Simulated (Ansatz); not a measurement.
**A hypothetical structure for SrNiS3**

Starting from a made-up structure for SrNiS3, the aim is the relaxed cell, its shortest contacts and, where a second run follows, its electronic structure.

Program: Ansatz 0.2.0. Level of theory: DFT, PBE, plane-wave PAW, files of the set soft_1, scalar-relativistic, ferromagnetic start, cell and ions relaxed at zero pressure; PAW set soft_1, in the first sound run; inputs show where later runs differ. Results are calculated unless marked as measured.

## Step 1: The starting structure

Symmetry: Pm-3m, No. 221, cubic system. The conventional cell has a = 4.607 Å, b = 4.607 Å, c = 4.607 Å, α = 90.00°, β = 90.00°, γ = 90.00°. Sr has 12 S at 3.26 Å nearest. Ni has 6 S at 2.30 Å nearest. S has 2 Ni at 2.30 Å and 4 Sr at 3.26 Å nearest. Farther neighbours and most contacts between anions are not listed.

Structure file:

```cif
data_structure
_symmetry_space_group_name_H-M 'Pm-3m'
_symmetry_Int_Tables_number 221
_cell_length_a 4.6070
_cell_length_b 4.6070
_cell_length_c 4.6070
_cell_angle_alpha 90.000
_cell_angle_beta 90.000
_cell_angle_gamma 90.000
_cell_volume 97.78
loop_
_atom_site_label
_atom_site_type_symbol
_atom_site_symmetry_multiplicity
_atom_site_Wyckoff_symbol
_atom_site_fract_x
_atom_site_fract_y
_atom_site_fract_z
_atom_site_occupancy
Sr1 Sr 1 a 0.00000 0.00000 0.00000 1
Ni1 Ni 1 b 0.50000 0.50000 0.50000 1
S1 S 3 c 0.50000 0.00000 0.50000 1
```

## Step 2: Relaxation of the guess

The guessed cell has no reason to be at equilibrium. It is relaxed with the atoms, within the space group of the guess.

Contents of input.yaml:

```yaml
crystal:
  lattice:
    - [4.607, 0.0, 0.0]
    - [0.0, 4.607, 0.0]
    - [0.0, 0.0, 4.607]
  atoms:
    - { symbol: Sr, position: [0.0, 0.0, 0.0] }
    - { symbol: Ni, position: [0.5, 0.5, 0.5], spin: 1.0 }
    - { symbol: S, position: [0.5, 0.0, 0.5] }
    - { symbol: S, position: [0.0, 0.5, 0.5] }
    - { symbol: S, position: [0.5, 0.5, 0.0] }
magnetization:
  spin_polarized: true
kpoints:
  mp_grid: { grid: [6, 6, 6] }
scf:
  occupations: { method: fermi_dirac, width: 0.05 }
hamiltonian:
  xc: pbe
  pseudopotentials: { kind: paw, azcp: { folder: soft_1 } }
relax:
  f_tol: 0.015
  max_steps: 70
  cell: {}
output:
  forces: true
  stress: true
```

Launch:

```bash
ansatz run input.yaml --threads 4 --pin off --max-ram 8192MiB --backend cpu --events-out ev --progress --plain --runs-dir out
```

Numbers of over 12 decimals in the logs are rounded to 6 here.

Log:

```text
Engine: ansatz 0.2.0, aarch64-unknown-linux-gnu
Pseudopotentials: kind: paw
Pseudopotential: Sr, paw, valence charge 10, recommended cutoff 420 eV (normal), soft_1/Sr.paw.azcp
Pseudopotential: Ni, paw, valence charge 18, recommended cutoff 420 eV (normal), soft_1/Ni.paw.azcp
Pseudopotential: S, paw, valence charge 6, recommended cutoff 420 eV (normal), soft_1/S.paw.azcp
Functional definition: PBE
  parameter kappa = 0.804
  parameter beta = 0.066725
  exchange = pbe_x(kappa = kappa, mu = beta*pi^2/3)
  correlation = pbe_c(beta = beta)
Crystal: 5 atoms, lattice volume = 97.781 Å³
Basis set: ecut = 420 eV, 1935 PW (Γ), exchange–correlation on 64×64×64 points (8 copies of the dense FFT grid, shifted against one another)
Bands: 29, of which v1, the nominal top of the filled ones, is band 23 counted from 1 (22 counted from 0)
Symmetry: 48 space group operations
Space group: Pm-3m (ITA 221), of the structure as read, at distance tolerance 4.6e-5 Å
Magnetic group: BNS 221.92 (UNI 1594), of the structure as read, at distance tolerance 4.6e-5 Å
k-points: 20 of 216
Non-local potential: Sr, projectors of the file, l = 0: 3, l = 1: 2, l = 2: 2
Non-local potential: Ni, projectors of the file, l = 0: 3, l = 1: 2, l = 2: 3, l = 3: 1
Non-local potential: S, projectors of the file, l = 0: 2, l = 1: 2, l = 2: 1
PAW form: soft (Blöchl's): semilocal exchange-correlation on the pseudo side does not see the compensation charge
PAW one-centre angular grid: Sr, 110 points (default); XC on 64 Gauss nodes
PAW one-centre angular grid: Ni, 590 points (default); XC on 64 Gauss nodes
PAW one-centre angular grid: S, 110 points (default); XC on 64 Gauss nodes
Initial density: superposition of atomic densities (chi_scale 0.1, normalization cell, long waves kept (reshape's long-wave potential 0.00 eV rms))
Starting moments: Σ|m| = 1 μB on 1 of 5 sites
Initial wavefunctions: pseudopotential atomic-orbital guess
Functional: x = pbe(κ = 0.804, μ = 0.219515), c = pbe(β = 0.066725)
SCF iter   1: F=—  HF=-12093.679084 eV  |F-HF|=—  |Δ(HF+E_count)|=         —  Δρ=2.70e-2 (↑2.70e-2 ↓1.88e-2)  dr2=2.95e0  dr2_m=3.48e-2  M=0.841 μB ∫|m|=0.956 μB  β_m=0.30  ethr=3.10e-3  ⟨swp⟩=9.2  Hψ=6655  notcnv=0
Mixer restart at iter 1: flushing history
preconditioner: auto → Kerker (q_TF=auto, 2.406 Å⁻¹)  [metal: Δε(μ)=0.004 eV  Ē_g=9.791 eV  σ=0.050 eV  W_gap=0.02  n_scr=26 (ndim 8)  ℏωp=22.5 eV  f_vac=0.000  D(μ)=6.98/eV (n_scr^D=80)]
spin=Collinear: Kerker preconditioning applied to the charge; magnetization (m = ρ↑ − ρ↓) channel mixes plain (no charge-response kernel on spin).
SCF iter   2: F=—  HF=-12093.086531 eV  |F-HF|=—  |Δ(HF+E_count)|=   5.93e-1  Δρ=2.19e-2 (↑1.45e-2 ↓2.19e-2)  dr2=1.34e0  dr2_m=9.94e-2  M=0.675 μB ∫|m|=0.800 μB  β_m=0.40  ethr=3.10e-3  ⟨swp⟩=2.9  Hψ=1724  notcnv=0  defer=25
SCF iter   3: F=—  HF=-12093.334499 eV  |F-HF|=—  |Δ(HF+E_count)|=   2.48e-1  Δρ=1.68e-2 (↑1.38e-2 ↓1.68e-2)  dr2=6.63e-1  dr2_m=1.31e-1  M=0.539 μB ∫|m|=0.688 μB  β_m=0.24  ethr=2.91e-3  ⟨swp⟩=3.5  Hψ=1812  notcnv=0  defer=25
SCF iter   4: F=—  HF=-12093.461150 eV  |F-HF|=—  |Δ(HF+E_count)|=   1.27e-1  Δρ=2.12e-2 (↑8.59e-3 ↓2.12e-2)  dr2=4.48e-1  dr2_m=1.48e-1  M=0.345 μB ∫|m|=0.523 μB  β_m=0.25  ethr=1.44e-3  ⟨swp⟩=3.0  Hψ=1712  notcnv=0  defer=24
SCF iter   5: F=—  HF=-12093.778425 eV  |F-HF|=—  |Δ(HF+E_count)|=   3.17e-1  Δρ=1.49e-2 (↑1.49e-2 ↓4.12e-3)  dr2=1.59e-1  dr2_m=6.37e-2  M=0.150 μB ∫|m|=0.336 μB  β_m=0.64  ethr=9.73e-4  ⟨swp⟩=3.5  Hψ=2412  notcnv=0  defer=24
SCF iter   6: F=—  HF=-12093.772346 eV  |F-HF|=—  |Δ(HF+E_count)|=         —  Δρ=4.88e-3 (↑1.55e-3 ↓4.88e-3)  dr2=2.88e-2  dr2_m=4.36e-3  M=-0.055 μB ∫|m|=0.102 μB  β_m=0.64  ethr=3.46e-4  ⟨swp⟩=3.4  Hψ=2563  notcnv=0  defer=24
Mixer restart at iter 6: flushing history
SCF iter   7: F=—  HF=-12093.786198 eV  |F-HF|=—  |Δ(HF+E_count)|=   1.39e-2  Δρ=4.12e-3 (↑4.12e-3 ↓3.48e-3)  dr2=2.52e-2  dr2_m=5.89e-4  M=-0.038 μB ∫|m|=0.074 μB  β_m=0.52  ethr=6.25e-5  ⟨swp⟩=2.0  Hψ=2274  notcnv=0  defer=24
SCF iter   8: F=—  HF=-12093.779474 eV  |F-HF|=—  |Δ(HF+E_count)|=   6.72e-3  Δρ=1.55e-3 (↑1.06e-3 ↓1.55e-3)  dr2=5.47e-3  dr2_m=3.60e-4  M=-0.035 μB ∫|m|=0.065 μB  β_m=0.52  ethr=5.49e-5  ⟨swp⟩=2.0  Hψ=2455  notcnv=0  defer=24
SCF iter   9: F=—  HF=-12093.780176 eV  |F-HF|=—  |Δ(HF+E_count)|=   7.02e-4  Δρ=4.99e-4 (↑3.57e-4 ↓4.99e-4)  dr2=1.27e-4  dr2_m=1.18e-4  M=-0.023 μB ∫|m|=0.043 μB  β_m=0.76  ethr=1.19e-5  ⟨swp⟩=2.0  Hψ=1637  notcnv=0  defer=24
SCF iter  10: F=—  HF=-12093.780370 eV  |F-HF|=—  |Δ(HF+E_count)|=   1.93e-4  Δρ=2.53e-4 (↑2.53e-4 ↓1.48e-4)  dr2=8.04e-5  dr2_m=2.03e-5  M=-0.010 μB ∫|m|=0.018 μB  β_m=0.88  ethr=2.77e-7  ⟨swp⟩=2.0  Hψ=2100  notcnv=0  defer=24
SCF iter  11: F=—  HF=-12093.780433 eV  |F-HF|=—  |Δ(HF+E_count)|=   6.30e-5  Δρ=1.74e-4 (↑1.74e-4 ↓9.45e-5)  dr2=5.20e-5  dr2_m=2.95e-6  M=-0.004 μB ∫|m|=0.006 μB  β_m=0.94  ethr=1.75e-7  ⟨swp⟩=2.1  Hψ=1646  notcnv=0  defer=24
SCF iter  12: F=—  HF=-12093.780432 eV  |F-HF|=—  |Δ(HF+E_count)|=   2.11e-7  Δρ=4.77e-6 (↑4.15e-6 ↓4.77e-6)  dr2=4.59e-8  dr2_m=8.48e-9  M=-0.000 μB ∫|m|=0.000 μB  β_m=0.83  ethr=1.13e-7  ⟨swp⟩=2.0  Hψ=1512  notcnv=0  defer=24
SCF iter  13: F=—  HF=-12093.780433 eV  |F-HF|=—  |Δ(HF+E_count)|=   1.65e-7  Δρ=1.18e-5 (↑1.18e-5 ↓9.29e-6)  dr2=3.62e-7  dr2_m=7.34e-9  M=-0.000 μB ∫|m|=0.000 μB  β_m=0.83  ethr=9.97e-11  ⟨swp⟩=3.0  Hψ=2493  notcnv=0  defer=24
SCF iter  14: F=—  HF=-12093.780433 eV  |F-HF|=—  |Δ(HF+E_count)|=   3.92e-8  Δρ=1.68e-6 (↑1.68e-6 ↓5.93e-7)  dr2=2.56e-9  dr2_m=8.20e-10  M=-0.000 μB ∫|m|=0.000 μB  β_m=0.87  ethr=9.97e-11  ⟨swp⟩=2.9  Hψ=2435  notcnv=0  defer=24
SCF iter  15: F=—  HF=-12093.780433 eV  |F-HF|=—  |Δ(HF+E_count)|=   3.88e-9  Δρ=7.25e-7 (↑6.44e-7 ↓7.25e-7)  dr2=1.39e-9  dr2_m=2.16e-11  M=-0.000 μB ∫|m|=0.000 μB  β_m=0.93  ethr=5.57e-12  ⟨swp⟩=2.1  Hψ=1730  notcnv=0  defer=24
SCF iter  16: F=-12093.780433 eV  HF=-12093.780433 eV  |F-HF|=3.64e-11  |Δ(HF+E_count)|=  2.55e-10  Δρ=1.24e-7 (↑1.24e-7 ↓9.20e-8)  dr2=3.87e-11  dr2_m=1.76e-12  M=-0.000 μB ∫|m|=0.000 μB  ethr=3.02e-12  ⟨swp⟩=1.1  Hψ=2935  notcnv=0
WARN: the starting moments were not kept: the SCF closed with an absolute magnetisation of 3.9e-6 μB, where they sum to 1 μB in size (1 site). That is at most 0.1 of that sum. Measured as dr2_m measures the in/out step, that magnetisation stands 1.6e-12 eV from none, at or under the dr2_threshold of 1.0e-7 eV: it is no larger than a step whose dr2_m would equal this threshold. The system may hold no moment; this SCF  [...]
SCF 1 converged in 16 iterations: F = -12093.780433 eV  dr2 = 3.87e-11
  greatest PAW one-centre occupation: 1.001 electrons in one spin orbital (limit 2), on the Ni atom at site 1 (counted from 0), in its partial waves of l = 1
relax step   1: F+E_penalty+E_count = -12093.78043268 eV  Δ(F+E_penalty+E_count) = +0.000e0 eV  max|allowed force component| = 5.129e-28 eV/Å  Δτ_max = 0.0000 Å  P = -0.075 GPa  Ω = 97.781 Å³  (16 SCF iters, dr2 threshold 1.00e-7 eV, accepted)
Crystal: 5 atoms, lattice volume = 97.711 Å³
Initial density: handed on by an earlier stage of this run
Starting moments: Σ|m| = 1 μB on 1 of 5 sites; this step starts from the density that it was given
Initial wavefunctions: those handed on with the density
iter 1 solved again at ethr=1.06e-8 eV; its pass at ethr=3.10e-3 eV (dr2=4.90e-6 eV) is discarded
SCF iter   1: F=—  HF=-12093.780465 eV  |F-HF|=—  |Δ(HF+E_count)|=         —  Δρ=5.33e-5 (↑5.33e-5 ↓2.88e-5)  dr2=5.45e-6  dr2_m=3.19e-7  M=0.000 μB ∫|m|=0.000 μB  β_m=0.65  ethr=1.06e-8  ⟨swp⟩=2.2  Hψ=6286  notcnv=0
preconditioner: auto → Kerker (q_TF=auto, 2.207 Å⁻¹)  [metal: Δε(μ)=0.054 eV  Ē_g=10.135 eV  σ=0.050 eV  W_gap=0.25  n_scr=18 (ndim 8)  ℏωp=22.5 eV  f_vac=0.000  D(μ)=3.25/eV (n_scr^D=26)]
spin=Collinear: Kerker preconditioning applied to the charge; magnetization (m = ρ↑ − ρ↓) channel mixes plain (no charge-response kernel on spin).
SCF iter   2: F=—  HF=-12093.780464 eV  |F-HF|=—  |Δ(HF+E_count)|=   1.61e-6  Δρ=4.46e-5 (↑3.53e-5 ↓4.46e-5)  dr2=3.17e-6  dr2_m=5.39e-8  M=0.000 μB ∫|m|=0.000 μB  β_m=0.34  ethr=1.06e-8  ⟨swp⟩=2.0  Hψ=2062  notcnv=0
SCF iter   3: F=—  HF=-12093.780463 eV  |F-HF|=—  |Δ(HF+E_count)|=   4.55e-8  Δρ=1.21e-5 (↑1.21e-5 ↓1.04e-5)  dr2=5.82e-7  dr2_m=6.67e-8  M=0.000 μB ∫|m|=0.000 μB  β_m=0.57  ethr=6.88e-9  ⟨swp⟩=2.0  Hψ=2018  notcnv=0
SCF iter   4: F=—  HF=-12093.780464 eV  |F-HF|=—  |Δ(HF+E_count)|=   3.78e-7  Δρ=1.10e-5 (↑9.08e-6 ↓1.10e-5)  dr2=3.42e-7  dr2_m=9.94e-10  M=0.000 μB ∫|m|=0.000 μB  β_m=0.78  ethr=1.27e-9  ⟨swp⟩=2.4  Hψ=1845  notcnv=0
SCF iter   5: F=—  HF=-12093.780464 eV  |F-HF|=—  |Δ(HF+E_count)|=   4.06e-7  Δρ=2.02e-6 (↑1.47e-6 ↓2.02e-6)  dr2=2.15e-8  dr2_m=2.05e-10  M=-0.000 μB ∫|m|=0.000 μB  β_m=0.89  ethr=7.44e-10  ⟨swp⟩=2.8  Hψ=2246  notcnv=0
SCF iter   6: F=—  HF=-12093.780464 eV  |F-HF|=—  |Δ(HF+E_count)|=   2.25e-8  Δρ=8.41e-7 (↑7.38e-7 ↓8.41e-7)  dr2=3.21e-9  dr2_m=3.83e-12  M=-0.000 μB ∫|m|=0.000 μB  β_m=0.95  ethr=4.68e-11  ⟨swp⟩=2.1  Hψ=1789  notcnv=0
SCF iter   7: F=-12093.780464 eV  HF=-12093.780464 eV  |F-HF|=3.05e-9  |Δ(HF+E_count)|=   1.59e-9  Δρ=1.03e-6 (↑1.00e-6 ↓1.03e-6)  dr2=3.56e-9  dr2_m=2.11e-13  M=-0.000 μB ∫|m|=0.000 μB  ethr=6.98e-12  ⟨swp⟩=2.9  Hψ=4044  notcnv=0
the starting moments were not kept: the SCF closed with an absolute magnetisation of 1.6e-6 μB, where they sum to 1 μB in size (1 site). That is at most 0.1 of that sum. Measured as dr2_m measures the in/out step, that magnetisation stands 8.1e-13 eV from none, at or under the dr2_threshold of 1.4e-8 eV: it is no larger than a step whose dr2_m would equal this threshold.
SCF 2 converged in 7 iterations: F = -12093.780464 eV  dr2 = 3.56e-9
relax step   2: F+E_penalty+E_count = -12093.78046429 eV  Δ(F+E_penalty+E_count) = -3.162e-5 eV  max|allowed force component| = 1.119e-28 eV/Å  Δτ_max = 0.0000 Å  P = -0.022 GPa  Ω = 97.711 Å³  energy of the carried Pulay correction = +1.051e-5 eV  (7 SCF iters, dr2 threshold 1.39e-8 eV, accepted)
Initial wavefunctions: pseudopotential atomic-orbital guess (no wavefunctions were taken with the density)
iter 1 solved again at ethr=1.16e-6 eV; its pass at ethr=3.10e-3 eV (dr2=5.35e-4 eV) is discarded
SCF iter   1: F=—  HF=-12093.780461 eV  |F-HF|=—  |Δ(HF+E_count)|=         —  Δρ=1.23e-6 (↑1.23e-6 ↓1.18e-6)  dr2=5.96e-9  dr2_m=9.57e-13  M=-0.000 μB ∫|m|=0.000 μB  β_m=0.65  ethr=1.16e-6  ⟨swp⟩=4.2  Hψ=10328  notcnv=0
eigensolver tolerance schedule: the retry pair's looser diagonalisation over-reported the residual by 89719.09 of it (diagonalisation noise at an unbounded share of the residual, at the tolerance the schedule requests for it); recorded, not acted on — ethr = c·dr2/N_el stays at c = 1.0e-1
spin=Collinear: Kerker preconditioning applied to the charge; magnetization (m = ρ↑ − ρ↓) channel mixes plain (no charge-response kernel on spin).
SCF iter   2: F=—  HF=-12093.780445 eV  |F-HF|=—  |Δ(HF+E_count)|=   1.55e-5  Δρ=1.37e-6 (↑1.37e-6 ↓1.36e-6)  dr2=4.78e-9  dr2_m=1.29e-13  M=-0.000 μB ∫|m|=0.000 μB  β_m=0.57  ethr=1.30e-11  ⟨swp⟩=5.2  Hψ=4059  notcnv=0
SCF iter   3: F=—  HF=-12093.780445 eV  |F-HF|=—  |Δ(HF+E_count)|=   1.74e-9  Δρ=7.56e-7 (↑7.41e-7 ↓7.56e-7)  dr2=1.15e-9  dr2_m=7.02e-14  M=-0.000 μB ∫|m|=0.000 μB  β_m=0.50  ethr=1.04e-11  ⟨swp⟩=2.0  Hψ=2058  notcnv=0
SCF iter   4: F=—  HF=-12093.780445 eV  |F-HF|=—  |Δ(HF+E_count)|=  5.35e-10  Δρ=2.27e-7 (↑2.17e-7 ↓2.27e-7)  dr2=1.65e-10  dr2_m=3.89e-14  M=-0.000 μB ∫|m|=0.000 μB  β_m=0.62  ethr=2.49e-12  ⟨swp⟩=2.0  Hψ=2018  notcnv=0
SCF iter   5: F=—  HF=-12093.780445 eV  |F-HF|=—  |Δ(HF+E_count)|=  6.26e-10  Δρ=2.42e-7 (↑2.34e-7 ↓2.42e-7)  dr2=2.28e-10  dr2_m=1.87e-14  M=-0.000 μB ∫|m|=0.000 μB  β_m=0.81  ethr=1.00e-12  ⟨swp⟩=2.1  Hψ=1387  notcnv=0
SCF iter   6: F=—  HF=-12093.780445 eV  |F-HF|=—  |Δ(HF+E_count)|=  4.22e-10  Δρ=1.89e-7 (↑1.83e-7 ↓1.89e-7)  dr2=1.70e-10  dr2_m=9.57e-15  M=-0.000 μB ∫|m|=0.000 μB  β_m=0.91  ethr=1.00e-12  ⟨swp⟩=2.1  Hψ=1424  notcnv=0
SCF iter   7: F=—  HF=-12093.780445 eV  |F-HF|=—  |Δ(HF+E_count)|=  2.55e-10  Δρ=3.72e-8 (↑3.46e-8 ↓3.72e-8)  dr2=5.99e-12  dr2_m=3.01e-15  M=0.000 μB ∫|m|=0.000 μB  β_m=0.95  ethr=1.00e-12  ⟨swp⟩=2.1  Hψ=1766  notcnv=0
SCF iter   8: F=—  HF=-12093.780445 eV  |F-HF|=—  |Δ(HF+E_count)|=  1.09e-11  Δρ=1.80e-8 (↑1.74e-8 ↓1.80e-8)  dr2=1.80e-12  dr2_m=2.81e-16  M=0.000 μB ∫|m|=0.000 μB  β_m=0.98  ethr=1.00e-12  ⟨swp⟩=1.0  Hψ=1160  notcnv=0
SCF iter   9: F=-12093.780445 eV  HF=-12093.780445 eV  |F-HF|=3.64e-12  |Δ(HF+E_count)|=    0.00e0  Δρ=2.81e-8 (↑2.81e-8 ↓2.81e-8)  dr2=2.66e-12  dr2_m=2.40e-18  M=-0.000 μB ∫|m|=0.000 μB  ethr=1.00e-12  ⟨swp⟩=3.0  Hψ=3483  notcnv=0
the starting moments were not kept: the SCF closed with an absolute magnetisation of 7.3e-9 μB, where they sum to 1 μB in size (1 site). That is at most 0.1 of that sum. Measured as dr2_m measures the in/out step, that magnetisation stands 9.6e-18 eV from none, at or under the dr2_threshold of 5.0e-11 eV: it is no larger than a step whose dr2_m would equal this threshold.
SCF 3 converged in 9 iterations: F = -12093.780445 eV  dr2 = 2.66e-12
relax step   3: F+E_penalty+E_count = -12093.78044515 eV  Δ(F+E_penalty+E_count) = +1.914e-5 eV  max|allowed force component| = 5.543e-29 eV/Å  Δτ_max = 0.0000 Å  P = -0.022 GPa  Ω = 97.711 Å³  stress off target by 2.16e-2 GPa  SCF on the basis re-selected at this cell (its energy is not comparable with the rows above)  (9 SCF iters)
basis re-selected at this cell: Δ(F+E_penalty+E_count) = +1.914e-5 eV, ΔP = +0.000 GPa vs the last step (what re-selecting the basis moved, of the pressure what is left beyond the Pulay correction that the steps carried, after the strain that the cell walked since its last selection, with what the two solves' SCF thresholds leave and, on support functions, any second-order correction that the steps lacked; it is no m [...]
SCF converged after 9 iterations
Magnetization: -0.0000 μB (23.0000 up, 23.0000 down)
Absolute magnetization: 0.0000 μB (∫|ρ↑−ρ↓|, with the PAW one-centre terms)
Spin contamination: 0.0000 ħ² per cell (⟨S²⟩ above its minimum at these occupations)
Per-site moments (μB) at R_I (Å): [(2.35390550200095e-11, 1.343456), (1.4342656270986485e-9, 0.949967), (-1.3330866959839742e-9, 0.949967), (-1.3330866319089849e-9, 0.949967), (-1.3330866805757416e-9, 0.949967)]
Free energy (F): -12093.780445 eV
Harris-Foulkes:  -12093.780445 eV  (|F-HF|=3.64e-12)
Internal energy: -12093.752604 eV  (E = F + TS)
E sigma→0 (E₀):  -12093.766525 eV
Entropy (-TS):   -0.027841 eV (-5.568 meV/atom)
Fermi energy:    8.316090 eV
--- Per-component energies (eV) ---
  E_band       = -501.152672
  E_kinetic    = 887.195684
  E_local      = -5693.458020  (includes V_loc(G=0)·N_el)
  E_nonlocal   = 219.715727
  E_hartree    = 2652.497418
  E_xc         = -554.145350
  E_vxc        = -548.439057  (∫ρ·V_xc dr)
  E_paw        = -6173.084915  (= ΣΔE_a)
  E_vpaw       = -671.162848  (= ΣTr[D̂ρ^β])
  E_aug_tail   = 0.000857  (compensation charges beyond the density's cutoff)
  E_ewald      = -3432.474005
  E_smearing   = -0.027841  (= −TS)
  E_closure    = -0.000000  (closes the sum)
  Σ components = -12093.780445   (vs F -12093.780445, Δ=0.00e0)
--- Forces (eV/Å), atoms counted from 1 ---
  atom   1  Sr     0.00000000     0.00000000     0.00000000
  atom   2  Ni     0.00000000    -0.00000000    -0.00000000
  atom   3  S     -0.00000000     0.00000000    -0.00000000
  atom   4  S     -0.00000000    -0.00000000     0.00000000
  atom   5  S      0.00000000     0.00000000    -0.00000000
  max |Σ_I F_I| component: 6.99e-29 eV/Å
--- Stress (GPa, compression-positive) ---
       -0.021595       0.000000       0.000000
        0.000000      -0.021595      -0.000000
        0.000000       0.000000      -0.021595
  P = ⅓ Tr σ = -0.0216 GPa (-0.216 kbar)
--- Relaxed structure (2 steps of the walk, 2 accepted, 1 SCFs on fresh bases) ---
  F+E_penalty+E_count = -12093.78044515 eV   max|allowed force component| = 5.543e-29 eV/Å   (the final SCF, on the basis selected at the relaxed cell)
  cell:  # Å, volume = 97.7109 Å³
    - [4.605899, 0, 0.0]
    - [0, 4.605899, 0.0]
    - [0.0, 0.0, 4.605899]
  atoms:
    - { symbol: Sr, position: [0, 0, 0] }
    - { symbol: Ni, position: [0.500000, 0.500000, 0.500000] }
    - { symbol: S, position: [0.500000, 0, 0.500000] }
    - { symbol: S, position: [0, 0.500000, 0.500000] }
    - { symbol: S, position: [0.500000, 0.500000, 0] }
```

It took 6.7 s on 4 threads of Arm Neoverse V1, shared host; peak memory 0.44 GiB; 25 s of CPU time.

Little changed from the start: no atom moved by 0.005 Å and no cell edge by 0.1 %.

Numbers from this step:

* free energy: -12093.7804 eV
* energy at zero smearing: -12093.7665 eV
* smearing term TS: 0.02784 eV
* Fermi energy: 8.316 eV
* electrons: 46
* symmetry operations: 48
* pressure: -0.02159 GPa

The shortest distance of each pair, which need not be the same contact before and after:

```
 pair  guess (Å)  relaxed (Å)
 Ni–S      2.304        2.303
 S–Sr      3.258        3.257
  S–S      3.258        3.257
Ni–Sr      3.990        3.989
Sr–Sr      4.607        4.606
```

No moment survives the cycle: this start ends non-magnetic.

[end of part 1 of 2]

[Logs are printed without paths, hosts, clocks, repeated set-up lines and the standing remarks that a program may print on its own settings, such as how far it seeks lower states.]

[Hosts, paths, dates, database ids (printed as entryN), source tags and the programs' standing remarks are cut or masked in the printed files.]
